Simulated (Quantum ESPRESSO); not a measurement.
# AlRu (Pm-3m): from the cell to the phonon bands

How does AlRu (Pm-3m) vibrate, and is this structure a minimum?

Main program and level: Quantum ESPRESSO 7.5; DFT PBE, scalar-relativistic, plane waves, GBRV ultrasoft pseudopotentials.

### 1. The structure

The structure is cubic, space group Pm-3m (No. 221). The conventional cell has a = 2.992 Å, b = 2.992 Å, c = 2.992 Å, α = 90.00°, β = 90.00°, γ = 90.00°. Nearest to Al lie 8 Ru at 2.59 Å. Nearest to Ru lie 8 Al at 2.59 Å. Farther neighbours are not listed.

### 2. A first look

Before anything dear is run, a loose run with smearing shows whether this is a metal and how far the cell is from rest.

The input, probe.in:

```
&CONTROL
  calculation = 'scf'
  prefix      = 'x'
  outdir      = './tmp'
  pseudo_dir  = './pseudo'
  tprnfor     = .true.
  tstress     = .true.
  verbosity   = 'high'
/
&SYSTEM
  ibrav       = 0
  nat         = 2
  ntyp        = 2
  ecutwfc     = 40.0
  ecutrho     = 240.0
  occupations = 'smearing'
  smearing    = 'gaussian'
  degauss     = 0.01
/
&ELECTRONS
  conv_thr         = 1.0d-07
  mixing_beta      = 0.7
  electron_maxstep = 100
/
ATOMIC_SPECIES
 Al     26.9815  Al.upf
 Ru    101.0700  Ru.upf
CELL_PARAMETERS angstrom
     2.991600000    0.000000000    0.000000000
     0.000000000    2.991600000    0.000000000
     0.000000000    0.000000000    2.991600000
ATOMIC_POSITIONS crystal
 Al     0.000000000   0.000000000   0.000000000
 Ru     0.500000000   0.500000000   0.500000000
K_POINTS automatic
 6 6 6 0 0 0
```

Command:

```console
OMP_NUM_THREADS=1 mpirun -n 4 pw.x -nk 4 -in probe.in > probe.out
```

The log of the run:

```text
[banners, grids, parts of the stress and lines that vanish by symmetry left out]
Program PWSCF v.7.5
     Message from routine setup:
     using ibrav=0 with symmetry is DISCOURAGED, use correct ibrav instead
[...]
kinetic-energy cutoff     =      40.0000  Ry
     charge density cutoff     =     240.0000  Ry
     scf convergence threshold =      1.0E-07
[...]
Exchange-correlation= SLA  PW   PBE  PBE
                           (   1   4   3   4   0   0   0)
[...]
48 Sym. Ops., with inversion, found
[...]
(     0          1          0      )
                  (     0          0          1      )
[...]
(  0.0000000  1.0000000  0.0000000 )
                  (  0.0000000  0.0000000  1.0000000 )
[...]
(     0         -1          0      )
                  (     0          0          1      )
[...]
(  0.0000000 -1.0000000  0.0000000 )
[...]
(     0          0          1      )
                  (     1          0          0      )
[...]
( -1.0000000  0.0000000  0.0000000 )
                  (  0.0000000  1.0000000  0.0000000 )
[...]
number of k points=    20  Gaussian smearing, width (Ry)=  0.0100
[...]
End of self-consistent calculation
[...]
the Fermi energy is    16.0994 ev
!    total energy              =    -201.05926363 Ry
[...]
convergence has been achieved in   8 iterations
[...]
atom    1 type  1   force =     0.00000000    0.00000000    0.00000000
     atom    2 type  2   force =     0.00000000    0.00000000    0.00000000
[...]
Total force =     0.000000     Total SCF correction =     0.000000
[...]
total   stress  (Ry/bohr**3)                   (kbar)     P=       26.66
[...]
XML data file, charge density, pseudopotentials, collected wavefunctions

   JOB DONE.
```

Wall time 3.8 s (4 MPI ranks of Intel Xeon Platinum 8259CL at 2.50GHz (Skylake/Cascade Lake), shared host); 14 s of CPU time.

Read from the output:

| Property | Result |
| --- | --- |
| volume per atom | 13.39 Å³ |
| pressure | 2.666 GPa |
| gap on the k-mesh | 0 eV |

No gap opens on this mesh, so smearing is kept; the start stands at 2.7 GPa.

### 3. Relaxing the cell and atoms

The relaxation runs at a cutoff a fifth above that of the response, since stress converges more slowly with the basis than frequencies do. Forces and stress are brought to rest with tight thresholds.

The input, relax.in:

```
&CONTROL
  calculation   = 'vc-relax'
  prefix        = 'x'
  outdir        = './tmp'
  pseudo_dir    = './pseudo'
  tprnfor       = .true.
  tstress       = .true.
  forc_conv_thr = 2.0d-05
  etot_conv_thr = 1.0d-07
  nstep         = 40
/
&SYSTEM
  ibrav       = 0
  nat         = 2
  ntyp        = 2
  ecutwfc     = 48
  ecutrho     = 288.0
  occupations = 'smearing'
  smearing    = 'mv'
  degauss     = 0.02
/
&ELECTRONS
  conv_thr         = 1.0d-11
  mixing_beta      = 0.7
  electron_maxstep = 100
/
&IONS
/
&CELL
  press_conv_thr = 0.2
/
ATOMIC_SPECIES
 Al     26.9815  Al.upf
 Ru    101.0700  Ru.upf
CELL_PARAMETERS angstrom
     2.991600000    0.000000000    0.000000000
     0.000000000    2.991600000    0.000000000
     0.000000000    0.000000000    2.991600000
ATOMIC_POSITIONS crystal
 Al     0.000000000   0.000000000   0.000000000
 Ru     0.500000000   0.500000000   0.500000000
K_POINTS automatic
 12 12 12 0 0 0
```

Command:

```console
OMP_NUM_THREADS=1 mpirun -n 4 pw.x -nk 4 -in relax.in > relax.out
```

The log of the run:

```text
[banners, grids, parts of the stress and lines that vanish by symmetry left out]
[banner, memory and clock lines left out]
Program PWSCF v.7.5

[...]
kinetic-energy cutoff     =      48.0000  Ry
     charge density cutoff     =     288.0000  Ry
     scf convergence threshold =      1.0E-11
[...]
energy convergence thresh.=      1.0E-07
     force convergence thresh. =      2.0E-05
     press convergence thresh. =      2.0E-01
     Exchange-correlation= SLA  PW   PBE  PBE
                           (   1   4   3   4   0   0   0)
[...]
48 Sym. Ops., with inversion, found
[...]
number of k points=    84  Marzari-Vanderbilt smearing, width (Ry)=  0.0200
[...]
End of self-consistent calculation
[...]
the Fermi energy is    16.1799 ev
!    total energy              =    -201.05891612 Ry
[...]
convergence has been achieved in  12 iterations
[...]
atom    1 type  1   force =     0.00000000    0.00000000    0.00000000
     atom    2 type  2   force =     0.00000000    0.00000000    0.00000000
     Total force =     0.000000     Total SCF correction =     0.000000
[...]
total   stress  (Ry/bohr**3)                   (kbar)     P=       22.88
[...]
number of bfgs steps    =   0
[...]
CELL_PARAMETERS (angstrom)
[...]
ATOMIC_POSITIONS (crystal)
Al               0.0000000000        0.0000000000        0.0000000000
Ru               0.5000000000        0.5000000000        0.5000000000
[...]
New effective cutoffs (rho, wfc):  285.59   47.62
[...]
End of self-consistent calculation
[...]
the Fermi energy is    15.9533 ev
!    total energy              =    -201.05906818 Ry
[...]
convergence has been achieved in   7 iterations
[...]
atom    1 type  1   force =     0.00000000    0.00000000    0.00000000
     atom    2 type  2   force =     0.00000000    0.00000000    0.00000000
     Total force =     0.000000     Total SCF correction =     0.000000
[...]
total   stress  (Ry/bohr**3)                   (kbar)     P=       -1.50
[...]
number of bfgs steps    =   1
[...]
CELL_PARAMETERS (angstrom)
[...]
ATOMIC_POSITIONS (crystal)
Al               0.0000000000        0.0000000000        0.0000000000
Ru               0.5000000000        0.5000000000        0.5000000000
[...]
New effective cutoffs (rho, wfc):  285.73   47.65
[...]
End of self-consistent calculation
[...]
the Fermi energy is    15.9672 ev
!    total energy              =    -201.05906885 Ry
[...]
convergence has been achieved in   7 iterations
[...]
atom    1 type  1   force =     0.00000000    0.00000000    0.00000000
     atom    2 type  2   force =     0.00000000    0.00000000    0.00000000
     Total force =     0.000000     Total SCF correction =     0.000000
[...]
total   stress  (Ry/bohr**3)                   (kbar)     P=       -0.02
[...]
number of bfgs steps    =   2
[...]
small trust_radius: resetting bfgs history
[...]
CELL_PARAMETERS (angstrom)
[...]
ATOMIC_POSITIONS (crystal)
Al               0.0000000000        0.0000000000        0.0000000000
Ru               0.5000000000        0.5000000000        0.5000000000
[...]
New effective cutoffs (rho, wfc):  285.73   47.65
[...]
End of self-consistent calculation
[...]
the Fermi energy is    15.9674 ev
!    total energy              =    -201.05906885 Ry
[...]
convergence has been achieved in   3 iterations
[...]
atom    1 type  1   force =     0.00000000    0.00000000    0.00000000
     atom    2 type  2   force =     0.00000000    0.00000000    0.00000000
     Total force =     0.000000     Total SCF correction =     0.000000
[...]
total   stress  (Ry/bohr**3)                   (kbar)     P=        0.00
[...]
bfgs converged in   4 scf cycles and   3 bfgs steps
[...]
End of BFGS Geometry Optimization
     Final enthalpy           =    -201.0590688484 Ry
     File ./tmp/x.bfgs deleted, as requested
[...]
CELL_PARAMETERS (angstrom)
[...]
ATOMIC_POSITIONS (crystal)
Al               0.0000000000        0.0000000000        0.0000000000
Ru               0.5000000000        0.5000000000        0.5000000000
[...]
Final scf calculation at the relaxed structure.
[...]
kinetic-energy cutoff     =      48.0000  Ry
     charge density cutoff     =     288.0000  Ry
     scf convergence threshold =      1.0E-13
[...]
press convergence thresh. =      2.0E-01
     Exchange-correlation= SLA  PW   PBE  PBE
                           (   1   4   3   4   0   0   0)
[...]
48 Sym. Ops., with inversion, found
[...]
number of k points=    84  Marzari-Vanderbilt smearing, width (Ry)=  0.0200
[...]
End of self-consistent calculation
[...]
the Fermi energy is    15.9674 ev
!    total energy              =    -201.05907256 Ry
[...]
convergence has been achieved in  13 iterations
[...]
atom    1 type  1   force =     0.00000000    0.00000000    0.00000000
     atom    2 type  2   force =     0.00000000    0.00000000    0.00000000
     Total force =     0.000000     Total SCF correction =     0.000000
[...]
total   stress  (Ry/bohr**3)                   (kbar)     P=        0.02
[...]
XML data file, charge density, pseudopotentials, collected wavefunctions
```

The job ended after 19 s (4 MPI ranks).

Step by step:

| step | energy less that of the first step (eV) | largest force (eV/Å) | pressure (GPa) | volume (Å³) |
| --- | --- | --- | --- | --- |
| 1 | 0.0000 | 0.0000 | 2.29 | 26.77 |
| 2 | -0.0021 | 0.0000 | -0.15 | 27.09 |
| 3 | -0.0021 | 0.0000 | 0.00 | 27.07 |
| 4 | -0.0021 | 0.0000 | 0.00 | 27.07 |
| 5 | -0.0021 | 0.0000 | 0.00 | 27.07 |

| conventional cell, symmetrised | before | after | change |
| --- | --- | --- | --- |
| a (Å) | 2.992 | 3.003 | +0.4 % |
| b (Å) | 2.992 | 3.003 | +0.4 % |
| c (Å) | 2.992 | 3.003 | +0.4 % |
| volume (Å³/atom) | 13.39 | 13.53 | +1.1 % |

Final coordinates:

```
Al Ru
1.0
     3.00250    0.00000    0.00000
     0.00000    3.00250    0.00000
     0.00000    0.00000    3.00250
Al Ru
1 1
Cartesian
  0.0000 0.0000 0.0000
  1.5013 1.5013 1.5013
```

The last row of the table of steps is pw.x's closing run on a basis chosen anew for the final cell, so its energy can jump.

This step gave:

| Quantity | Value |
| --- | --- |
| volume per atom | 13.53 Å³ |
| pressure | 0.002 GPa |

The volume changes by +1.1 % from the cell with which this run began.

### 4. Ground state

The response is built on this ground state, so it is converged far tighter than an energy would need. Smearing stays on, as the first look found no gap above 0.3 eV.

The input, scf.in:

```
&CONTROL
  calculation = 'scf'
  prefix      = 'x'
  outdir      = './tmp'
  pseudo_dir  = './pseudo'
  tprnfor     = .true.
  tstress     = .true.
/
&SYSTEM
  ibrav       = 0
  nat         = 2
  ntyp        = 2
  ecutwfc     = 40.0
  ecutrho     = 240.0
  occupations = 'smearing'
  smearing    = 'mv'
  degauss     = 0.02
/
&ELECTRONS
  conv_thr         = 1.0d-12
  mixing_beta      = 0.7
  electron_maxstep = 100
/
ATOMIC_SPECIES
 Al     26.9815  Al.upf
 Ru    101.0700  Ru.upf
CELL_PARAMETERS angstrom
     3.002501507    0.000000000    0.000000000
     0.000000000    3.002501507    0.000000000
     0.000000000    0.000000000    3.002501507
ATOMIC_POSITIONS crystal
 Al     0.000000000   0.000000000   0.000000000
 Ru     0.500000000   0.500000000   0.500000000
K_POINTS automatic
 12 12 12 0 0 0
```

Command:

```console
OMP_NUM_THREADS=1 mpirun -n 4 pw.x -nk 4 -in scf.in > scf.out
```

The log of the run:

```text
[banners, grids, parts of the stress and lines that vanish by symmetry left out]
[banner, memory and clock lines left out]
Program PWSCF v.7.5

[...]
kinetic-energy cutoff     =      40.0000  Ry
     charge density cutoff     =     240.0000  Ry
     scf convergence threshold =      1.0E-12
[...]
Exchange-correlation= SLA  PW   PBE  PBE
                           (   1   4   3   4   0   0   0)
[...]
48 Sym. Ops., with inversion, found
[...]
number of k points=    84  Marzari-Vanderbilt smearing, width (Ry)=  0.0200
[...]
End of self-consistent calculation
[...]
the Fermi energy is    15.9676 ev
!    total energy              =    -201.05894999 Ry
[...]
convergence has been achieved in  15 iterations
[...]
atom    1 type  1   force =     0.00000000    0.00000000    0.00000000
     atom    2 type  2   force =     0.00000000    0.00000000    0.00000000
     Total force =     0.000000     Total SCF correction =     0.000000
[...]
total   stress  (Ry/bohr**3)                   (kbar)     P=        0.17
[...]
XML data file, charge density, pseudopotentials, collected wavefunctions
```

Wall time 7.5 s (4 MPI ranks); 29 s of CPU time.

Numbers from this step:

- pressure: 0.017 GPa

The cell stands at 0.017 GPa, close enough for phonons.

### 5. Levels on a dense mesh

The coupling is a sum over pairs of states at the Fermi level and needs a much denser mesh than the density does.

scf_fit.in, as its differences from scf.in of step 4:

```diff
@@ -17,5 +17,6 @@
   degauss     = 0.02
+  la2F        = .true.
 /
 &ELECTRONS
-  conv_thr         = 1.0d-12
+  conv_thr         = 1.0d-10
   mixing_beta      = 0.7
@@ -34,2 +35,2 @@
 K_POINTS automatic
- 12 12 12 0 0 0
+ 24 24 24 0 0 0
```

Command:

```console
OMP_NUM_THREADS=1 mpirun -n 4 pw.x -nk 4 -in scf_fit.in > scf_fit.out
```

The log of the run:

```text
[banners, grids, parts of the stress and lines that vanish by symmetry left out]
[banner, memory and clock lines left out]
Program PWSCF v.7.5

[...]
kinetic-energy cutoff     =      40.0000  Ry
     charge density cutoff     =     240.0000  Ry
     scf convergence threshold =      1.0E-10
[...]
Exchange-correlation= SLA  PW   PBE  PBE
                           (   1   4   3   4   0   0   0)
[...]
48 Sym. Ops., with inversion, found
[...]
number of k points=   455  Marzari-Vanderbilt smearing, width (Ry)=  0.0200
[...]
End of self-consistent calculation
[...]
the Fermi energy is    15.9973 ev
!    total energy              =    -201.05870725 Ry
[...]
convergence has been achieved in  10 iterations
[...]
atom    1 type  1   force =     0.00000000    0.00000000    0.00000000
     atom    2 type  2   force =     0.00000000    0.00000000    0.00000000
     Total force =     0.000000     Total SCF correction =     0.000000
[...]
total   stress  (Ry/bohr**3)                   (kbar)     P=        1.33
[...]
XML data file, charge density, pseudopotentials, collected wavefunctions
```

Wall time 21 s (4 MPI ranks); 84 s of CPU time.

This step gave:

| Quantity | Value |
| --- | --- |
| pressure | 0.133 GPa |

### 6. Self-consistent run for the response

The run on the dense mesh left its levels for the electron-phonon sums; ph.x needs the ground state on the coarse mesh, so pw.x runs once more in the same folder.

scf.in is that of step 4.

Command:

```console
OMP_NUM_THREADS=1 mpirun -n 4 pw.x -nk 4 -in scf.in > scf.out
```

The log of the run:

```text
[banners, grids, parts of the stress and lines that vanish by symmetry left out]
[banner, memory and clock lines left out]
Program PWSCF v.7.5

[...]
kinetic-energy cutoff     =      40.0000  Ry
     charge density cutoff     =     240.0000  Ry
     scf convergence threshold =      1.0E-12
[...]
Exchange-correlation= SLA  PW   PBE  PBE
                           (   1   4   3   4   0   0   0)
[...]
48 Sym. Ops., with inversion, found
[...]
number of k points=    84  Marzari-Vanderbilt smearing, width (Ry)=  0.0200
[...]
End of self-consistent calculation
[...]
the Fermi energy is    15.9676 ev
!    total energy              =    -201.05894999 Ry
[...]
convergence has been achieved in  15 iterations
[...]
atom    1 type  1   force =     0.00000000    0.00000000    0.00000000
     atom    2 type  2   force =     0.00000000    0.00000000    0.00000000
     Total force =     0.000000     Total SCF correction =     0.000000
[...]
total   stress  (Ry/bohr**3)                   (kbar)     P=        0.17
[...]
XML data file, charge density, pseudopotentials, collected wavefunctions
```

The job ended after 7.8 s (4 MPI ranks; 30 s of CPU time).

This step gave:

* pressure: 0.017 GPa

(Part 1 of 4 ends here.)

[Host names and launcher messages were left out of these logs when they were recorded.]

[Logs are printed without paths, hosts, clocks, repeated set-up lines and the standing remarks that a program may print on its own settings, such as how far it seeks lower states.]

[Hosts, paths, dates, database ids (printed as entryN), source tags and the programs' standing remarks are cut or masked in the printed files.]
